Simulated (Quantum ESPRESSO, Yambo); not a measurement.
# SiO2 (Quartz): a self-consistent loop beyond G0W0, cycle by cycle, part 2 of 2

How far does self-consistency move the gap of SiO2 (Quartz)?

Quantum ESPRESSO 7.5 and Yambo 5.3.0; LDA and many-body steps on it, plane waves. Known limits of the many-body steps: not at the basis limit; coarse k mesh.

So far. Step 5 (evGW0, cycle 1): Against G0W0 in Yambo (3×3×2 mesh, 190 bands, screening to 122.5 eV, Godby-Needs plasmon pole), the gap moves by +0.307 eV. Step 6 (evGW0, cycle 2): Against the cycle before, the gap moves by +0.031 eV.

**7. evGW0, cycle 3**

Level of this step: evGW0 on LDA, plane waves, norm-conserving pseudopotentials (Yambo).

gw5.in

```
HF_and_locXC
gw0
dyson
ppa
em1d
rim_cut
RandQpts= 1000000
RandGvec= 1 RL
EXXRLvcs= 72 Ry
VXCRLvcs= 288 Ry
Chimod= "HARTREE"
% BndsRnXp
 1 | 190 |
%
NGsBlkXp= 9 Ry
% LongDrXp
 1 | 1 | 1 |
%
% GbndRnge
 1 | 190 |
%
DysSolver= "n"
ExtendOut
PPAPntXp= 27.21138 eV
% QPkrange
 1 | 8 | 19 | 30 |
%
GfnQPdb= "E < ./gw4_fix/ndb.QP"
```

Run with:

```bash
$ OMP_NUM_THREADS=2 mpirun -n 2 yambo -F gw5.in -J gw5,gw1_W -C gw5 > gw5.log
```

Output:

```text
 Yambo, version 5.3.0

 [02] CORE Variables Setup
 =========================

  [... cell, symmetries and grids as in the set-up ...]

  [02.05] Energies & Occupations
  ==============================

  [X] === General ===
  [X] Electronic Temperature                        :  0.000000  0.000000 [eV K]
  [X] Bosonic    Temperature                        :  0.000000  0.000000 [eV K]
  [X] Finite Temperature mode                       : no
  [X] El. density                                   :  0.42403E+24 [cm-3]
[...]
Sc bands terminator                              : no
   Sx RL components                                 :   7959

   QP @ state[ 1 ] K range                          :   1   8
   QP @ state[ 1 ] b range                          :  19  30
   GF energies kind                                 : Slater exchange(X)+Perdew & Wang(C)+ E < ./gw2/ndb.QP + @E Fit+ E < ./gw3_fix/ndb.QP + @E Fit+ E < .
   GF WF`s kind                                     : Slater exchange(X)+Perdew & Wang(C)
   Xs energies kind                                 : Slater exchange(X)+Perdew & Wang(C)
   Xs WF`s kind                                     : Slater exchange(X)+Perdew & Wang(C)

 [13] Game Over & Game summary
```

Wall time 8.5 min (2 MPI ranks of Arm Neoverse V1, shared host); peak memory 1.5 GiB.

Numbers from this step:

| Item | Value |
| --- | --- |
| quasiparticle gap on the mesh | 9.101 eV |
| gap of the density functional on the mesh | 5.801 eV |
| k of the valence top | 0.3333, 0.3333, 0 |
| k of the conduction bottom | 0, 0, 0 |
| least direct quasiparticle gap on the computed points | 9.481 eV |

Against the cycle before, the gap moves by +0.003 eV.

The program's own table gives 9.453 eV, which is too large where the input levels are shifted: this version takes Σc at the unshifted level E₀, yet steps from the shifted one. The value above is the Newton step from E₀, E₀ + Z(Σc + Σx − Vxc), rebuilt from the printed columns.

**8. evGW, cycle 1**

This step: evGW on LDA, plane waves, norm-conserving pseudopotentials.

gw6.in, as its differences from gw5.in of step 7:

```diff
@@ -27,2 +27,3 @@
 %
-GfnQPdb= "E < ./gw4_fix/ndb.QP"
+GfnQPdb= "E < ./gw2/ndb.QP"
+XfnQPdb= "E < ./gw2/ndb.QP"
```

Run with:

```bash
$ OMP_NUM_THREADS=2 mpirun -n 2 yambo -F gw6.in -J gw6 -C gw6 > gw6.log
```

Output:

```text
 Yambo, version 5.3.0

 [02] CORE Variables Setup
 =========================

  [... cell, symmetries and grids as in the set-up ...]

  [02.05] Energies & Occupations
  ==============================

  [X] === General ===
  [X] Electronic Temperature                        :  0.000000  0.000000 [eV K]
  [X] Bosonic    Temperature                        :  0.000000  0.000000 [eV K]
  [X] Finite Temperature mode                       : no
  [X] El. density                                   :  0.42403E+24 [cm-3]
[...]
Sc bands terminator                              : no
   Sx RL components                                 :   7959

   QP @ state[ 1 ] K range                          :   1   8
   QP @ state[ 1 ] b range                          :  19  30
   GF energies kind                                 : Slater exchange(X)+Perdew & Wang(C)+ E < ./gw2/ndb.QP + @E Fit
   GF WF`s kind                                     : Slater exchange(X)+Perdew & Wang(C)
   Xs energies kind                                 : Slater exchange(X)+Perdew & Wang(C)
   Xs WF`s kind                                     : Slater exchange(X)+Perdew & Wang(C)

 [15] Game Over & Game summary
```

The job ended after 11 min (2 MPI ranks; peak memory 1.5 GiB; 43 min of CPU time).

This step gave:

| Property | Result |
| --- | --- |
| quasiparticle gap on the mesh | 9.700 eV |
| gap of the density functional on the mesh | 5.801 eV |
| k of the valence top | 0.3333, 0.3333, 0 |
| k of the conduction bottom | 0, 0, 0 |
| least direct quasiparticle gap on the computed points | 10.08 eV |

Against G0W0 in Yambo (3×3×2 mesh, 190 bands, screening to 122.5 eV, Godby-Needs plasmon pole), the gap moves by +0.940 eV.

The program's own table gives 9.971 eV, which is too large where the input levels are shifted: this version takes Σc at the unshifted level E₀, yet steps from the shifted one. The value above is the Newton step from E₀, E₀ + Z(Σc + Σx − Vxc), rebuilt from the printed columns.

**9. evGW, cycle 2**

gw7.in, as its differences from gw6.in of step 8:

```diff
@@ -27,3 +27,3 @@
 %
-GfnQPdb= "E < ./gw2/ndb.QP"
-XfnQPdb= "E < ./gw2/ndb.QP"
+GfnQPdb= "E < ./gw6_fix/ndb.QP"
+XfnQPdb= "E < ./gw6_fix/ndb.QP"
```

Run with:

```bash
$ OMP_NUM_THREADS=2 mpirun -n 2 yambo -F gw7.in -J gw7 -C gw7 > gw7.log
```

Output:

```text
 Yambo, version 5.3.0

 [02] CORE Variables Setup
 =========================

  [... cell, symmetries and grids as in the set-up ...]

  [02.05] Energies & Occupations
  ==============================

  [X] === General ===
  [X] Electronic Temperature                        :  0.000000  0.000000 [eV K]
  [X] Bosonic    Temperature                        :  0.000000  0.000000 [eV K]
  [X] Finite Temperature mode                       : no
  [X] El. density                                   :  0.42403E+24 [cm-3]
[...]
Sc bands terminator                              : no
   Sx RL components                                 :   7959

   QP @ state[ 1 ] K range                          :   1   8
   QP @ state[ 1 ] b range                          :  19  30
   GF energies kind                                 : Slater exchange(X)+Perdew & Wang(C)+ E < ./gw2/ndb.QP + @E Fit+ E < ./gw6_fix/ndb.QP + @E Fit
   GF WF`s kind                                     : Slater exchange(X)+Perdew & Wang(C)
   Xs energies kind                                 : Slater exchange(X)+Perdew & Wang(C)
   Xs WF`s kind                                     : Slater exchange(X)+Perdew & Wang(C)

 [15] Game Over & Game summary
```

Wall time 11 min (2 MPI ranks); peak memory 1.5 GiB.

This step gave:

| Quantity | Value |
| --- | --- |
| quasiparticle gap on the mesh | 9.942 eV |
| gap of the density functional on the mesh | 5.801 eV |
| k of the valence top | 0.3333, 0.3333, 0 |
| k of the conduction bottom | 0, 0, 0 |
| least direct quasiparticle gap on the computed points | 10.33 eV |

Against the cycle before, the gap moves by +0.242 eV.

The program's own table gives 10.267 eV, which is too large where the input levels are shifted: this version takes Σc at the unshifted level E₀, yet steps from the shifted one. The value above is the Newton step from E₀, E₀ + Z(Σc + Σx − Vxc), rebuilt from the printed columns.

**10. evGW, cycle 3**

gw8.in, as its differences from gw7.in of step 9:

```diff
@@ -27,3 +27,3 @@
 %
-GfnQPdb= "E < ./gw6_fix/ndb.QP"
-XfnQPdb= "E < ./gw6_fix/ndb.QP"
+GfnQPdb= "E < ./gw7_fix/ndb.QP"
+XfnQPdb= "E < ./gw7_fix/ndb.QP"
```

Run with:

```bash
$ OMP_NUM_THREADS=2 mpirun -n 2 yambo -F gw8.in -J gw8 -C gw8 > gw8.log
```

Output:

```text
 Yambo, version 5.3.0

 [02] CORE Variables Setup
 =========================

  [... cell, symmetries and grids as in the set-up ...]

  [02.05] Energies & Occupations
  ==============================

  [X] === General ===
  [X] Electronic Temperature                        :  0.000000  0.000000 [eV K]
  [X] Bosonic    Temperature                        :  0.000000  0.000000 [eV K]
  [X] Finite Temperature mode                       : no
  [X] El. density                                   :  0.42403E+24 [cm-3]
[...]
Sc bands terminator                              : no
   Sx RL components                                 :   7959

   QP @ state[ 1 ] K range                          :   1   8
   QP @ state[ 1 ] b range                          :  19  30
   GF energies kind                                 : Slater exchange(X)+Perdew & Wang(C)+ E < ./gw2/ndb.QP + @E Fit+ E < ./gw6_fix/ndb.QP + @E Fit+ E < .
   GF WF`s kind                                     : Slater exchange(X)+Perdew & Wang(C)
   Xs energies kind                                 : Slater exchange(X)+Perdew & Wang(C)
   Xs WF`s kind                                     : Slater exchange(X)+Perdew & Wang(C)

 [15] Game Over & Game summary
```

Elapsed: 11 min, on 2 MPI ranks; peak memory 1.5 GiB.

Numbers from this step:

* quasiparticle gap on the mesh: 9.999 eV
* gap of the density functional on the mesh: 5.801 eV
* k of the valence top: 0.3333, 0.3333, 0
* k of the conduction bottom: 0, 0, 0
* least direct quasiparticle gap on the computed points: 10.38 eV

Against the cycle before, the gap moves by +0.057 eV.

The program's own table gives 10.336 eV, which is too large where the input levels are shifted: this version takes Σc at the unshifted level E₀, yet steps from the shifted one. The value above is the Newton step from E₀, E₀ + Z(Σc + Σx − Vxc), rebuilt from the printed columns.

**11. evGW, cycle 4**

gw9.in, as its differences from gw8.in of step 10:

```diff
@@ -27,3 +27,3 @@
 %
-GfnQPdb= "E < ./gw7_fix/ndb.QP"
-XfnQPdb= "E < ./gw7_fix/ndb.QP"
+GfnQPdb= "E < ./gw8_fix/ndb.QP"
+XfnQPdb= "E < ./gw8_fix/ndb.QP"
```

Run with:

```bash
$ OMP_NUM_THREADS=2 mpirun -n 2 yambo -F gw9.in -J gw9 -C gw9 > gw9.log
```

Output:

```text
 Yambo, version 5.3.0

 [02] CORE Variables Setup
 =========================

  [... cell, symmetries and grids as in the set-up ...]

  [02.05] Energies & Occupations
  ==============================

  [X] === General ===
  [X] Electronic Temperature                        :  0.000000  0.000000 [eV K]
  [X] Bosonic    Temperature                        :  0.000000  0.000000 [eV K]
  [X] Finite Temperature mode                       : no
  [X] El. density                                   :  0.42403E+24 [cm-3]
[...]
Sc bands terminator                              : no
   Sx RL components                                 :   7959

   QP @ state[ 1 ] K range                          :   1   8
   QP @ state[ 1 ] b range                          :  19  30
   GF energies kind                                 : Slater exchange(X)+Perdew & Wang(C)+ E < ./gw2/ndb.QP + @E Fit+ E < ./gw6_fix/ndb.QP + @E Fit+ E < .
   GF WF`s kind                                     : Slater exchange(X)+Perdew & Wang(C)
   Xs energies kind                                 : Slater exchange(X)+Perdew & Wang(C)
   Xs WF`s kind                                     : Slater exchange(X)+Perdew & Wang(C)

 [15] Game Over & Game summary
```

Elapsed: 11 min, on 2 MPI ranks; peak memory 1.5 GiB; 42 min of CPU time.

Numbers from this step:

```
quasiparticle gap on the mesh                         : 10.01 eV
gap of the density functional on the mesh             : 5.801 eV
k of the valence top                                  : 0.3333, 0.3333, 0
k of the conduction bottom                            : 0, 0, 0
least direct quasiparticle gap on the computed points : 10.40 eV
```

Against the cycle before, the gap moves by +0.013 eV.

The program's own table gives 10.352 eV, which is too large where the input levels are shifted: this version takes Σc at the unshifted level E₀, yet steps from the shifted one. The value above is the Newton step from E₀, E₀ + Z(Σc + Σx − Vxc), rebuilt from the printed columns.

**12. evGW, cycle 5**

gw10.in, as its differences from gw9.in of step 11:

```diff
@@ -27,3 +27,3 @@
 %
-GfnQPdb= "E < ./gw8_fix/ndb.QP"
-XfnQPdb= "E < ./gw8_fix/ndb.QP"
+GfnQPdb= "E < ./gw9_fix/ndb.QP"
+XfnQPdb= "E < ./gw9_fix/ndb.QP"
```

Run with:

```bash
$ OMP_NUM_THREADS=2 mpirun -n 2 yambo -F gw10.in -J gw10 -C gw10 > gw10.log
```

Output:

```text
 Yambo, version 5.3.0

 [02] CORE Variables Setup
 =========================

  [... cell, symmetries and grids as in the set-up ...]

  [02.05] Energies & Occupations
  ==============================

  [X] === General ===
  [X] Electronic Temperature                        :  0.000000  0.000000 [eV K]
  [X] Bosonic    Temperature                        :  0.000000  0.000000 [eV K]
  [X] Finite Temperature mode                       : no
  [X] El. density                                   :  0.42403E+24 [cm-3]
[...]
Sc bands terminator                              : no
   Sx RL components                                 :   7959

   QP @ state[ 1 ] K range                          :   1   8
   QP @ state[ 1 ] b range                          :  19  30
   GF energies kind                                 : Slater exchange(X)+Perdew & Wang(C)+ E < ./gw2/ndb.QP + @E Fit+ E < ./gw6_fix/ndb.QP + @E Fit+ E < .
   GF WF`s kind                                     : Slater exchange(X)+Perdew & Wang(C)
   Xs energies kind                                 : Slater exchange(X)+Perdew & Wang(C)
   Xs WF`s kind                                     : Slater exchange(X)+Perdew & Wang(C)

 [15] Game Over & Game summary
```

Elapsed: 11 min, on 2 MPI ranks; peak memory 1.5 GiB.

This step gave:

- quasiparticle gap on the mesh: 10.02 eV
- gap of the density functional on the mesh: 5.801 eV
- k of the valence top: 0.3333, 0.3333, 0
- k of the conduction bottom: 0, 0, 0
- least direct quasiparticle gap on the computed points: 10.40 eV

Against the cycle before, the gap moves by +0.003 eV.

The program's own table gives 10.356 eV, which is too large where the input levels are shifted: this version takes Σc at the unshifted level E₀, yet steps from the shifted one. The value above is the Newton step from E₀, E₀ + Z(Σc + Σx − Vxc), rebuilt from the printed columns.

**13. The runs together**

Times are wall times on 2 MPI ranks of Arm Neoverse V1, shared host, good to a factor of about two.

| run | mesh | bands | screening cutoff (eV) | DFT gap (eV) | gap on the mesh (eV) | direct (eV) | time |
| --- | --- | --- | --- | --- | --- | --- | --- |
| G0W0 | 3×3×2 | 190 | 122.5 | 5.801 | 8.760 | 9.137 | 3 min |
| evGW0, cycle 1 | 3×3×2 | 190 | 122.5 | 5.801 | 9.067 | 9.447 | 8.4 min |
| evGW0, cycle 2 | 3×3×2 | 190 | 122.5 | 5.801 | 9.097 | 9.478 | 8.6 min |
| evGW0, cycle 3 | 3×3×2 | 190 | 122.5 | 5.801 | 9.101 | 9.481 | 8.5 min |
| evGW, cycle 1 | 3×3×2 | 190 | 122.5 | 5.801 | 9.700 | 10.082 | 11 min |
| evGW, cycle 2 | 3×3×2 | 190 | 122.5 | 5.801 | 9.942 | 10.325 | 11 min |
| evGW, cycle 3 | 3×3×2 | 190 | 122.5 | 5.801 | 9.999 | 10.383 | 11 min |
| evGW, cycle 4 | 3×3×2 | 190 | 122.5 | 5.801 | 10.012 | 10.396 | 11 min |
| evGW, cycle 5 | 3×3×2 | 190 | 122.5 | 5.801 | 10.015 | 10.399 | 11 min |

**14. Summary of results**

```json
{"G0W0": "8.760 eV", "evGW0, cycle 1": "9.067 eV", "evGW0, cycle 2": "9.097 eV", "evGW0, cycle 3": "9.101 eV", "evGW, cycle 1": "9.700 eV", "evGW, cycle 2": "9.942 eV", "evGW, cycle 3": "9.999 eV", "evGW, cycle 4": "10.012 eV", "evGW, cycle 5": "10.015 eV", "known limits": "not at the basis limit; coarse k mesh"}
```

In words: evGW0 ends at 9.10 eV, +0.34 eV from G0W0, after 3 cycles that took 26 min beside the first screening; the last moved the gap by 0.003 eV. evGW ends at 10.02 eV, +1.26 eV from G0W0, after 5 cycles that took 56 min beside the first screening; the last moved the gap by 0.003 eV. Bands and cutoff are finite, so the gap is not at the basis limit. The miss can reach some tenths of an eV and take either sign; the mesh is an error of its own. The 3×3×2 mesh is coarse for this cell, which bears on the long-range parts of exchange and screening.

[Paths, hosts, dates, memory and timing lines, banners, echoed tables and standing remarks are left out of the program output.]

[Logs are printed without paths, hosts, clocks, repeated set-up lines and the standing remarks that a program may print on its own settings, such as how far it seeks lower states.]

[Runs of the session that timed out or met a known fault of the program may be left out.]

[Hosts, paths, dates, database ids (printed as entryN), source tags and the programs' standing remarks are cut or masked in the printed files.]
